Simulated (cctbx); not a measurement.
**Which space group?**

Cell: a = 5.6240 Å, b = 5.6240 Å, c = 11.3440 Å, α = 90.00°, β = 90.00°, γ = 90.00°. Expected content of the cell: Se8 Ga2 Zn4 Ni2.

The data are simulated with cctbx, not measured: Mo Kα, λ = 0.71073 Å, to d = 0.84 Å, 80 % of the full sphere, strongest reflection 70000 counts, noise from counting, a 4 % proportional error and a noise floor of 2 counts (s.d.); no absorption.

A first pass over the reflections prints:

```text
2011 reflections to d = 0.841 A
centring   violations  <I/sigma> of those
    A        378 of  1000      5.2
    B        398 of  1013      5.2
    C        410 of   995      3.2
    I          0 of   997     -0.0
    R        509 of  1337      4.8
    F        593 of  1504      4.5
Laue class    unique    Rint  (classes that these axes allow; Friedel mates merged)
I 1 2/m 1         349   0.028
I 1 1 2/m         335   0.029
I 2/m 1 1         349   0.029
I m m m           204   0.031
I 4/m             171   0.033
I 4/m m m         117   0.033
space group    extra absences  I>4sigma  <I/sigma>
I 4 2 2                 0          0         -  acentric
I 4 m m                 0          0         -  acentric
I -4 m 2                0          0         -  acentric
I -4 2 m                0          0         -  acentric
I 4/m m m               0          0         -  centric
Wilson B = 1.13 A^2   <|E^2-1|> = 1.358 (0.968 centric, 0.736 acentric)   E^2>4: 12.2 %
shell (A)         n   <I/sigma>
 5.67 - 1.67     22     21.5
 1.67 - 1.33     14     16.9
 1.33 - 1.17     13     24.4
 1.17 - 1.06     15     32.7
 1.06 - 0.98     13     18.6
 0.98 - 0.93     13     32.2
 0.93 - 0.88     13     24.9
 0.88 - 0.84     14     22.6
```

**Question.** What are the lattice type, the Laue class and the likely space group?

The reflections that I centring forbids are absent (⟨I/σ⟩ near 0), so the lattice is I.

Rint stays low (0.028 to 0.033) up to I 4/m m m, the highest class in these axes.

5 settings pass the absence test. No glide or screw absences show, which leaves I 4 2 2, I 4 m m, I -4 m 2, I -4 2 m and I 4/m m m.

⟨|E²−1|⟩ = 1.358 is above even the centric ideal, a mark of pseudo-translation (a class of systematically weak reflections). It says nothing here on a centre of symmetry. The Wilson B of 1.13 Å² means U ≈ 0.0143 Å².

The true group is I-42m (no. 121), Laue class 4/mmm, non-centrosymmetric. The tables only narrow the choice to the tied entries; cell content, site symmetry and trial solutions must settle it.

The model was made for the exercise: a known structure type with other elements put in, its volume estimated, not relaxed; displacement parameters are assumed.

[Logs are printed without paths, hosts, clocks, repeated set-up lines and the standing remarks that a program may print on its own settings, such as how far it seeks lower states.]
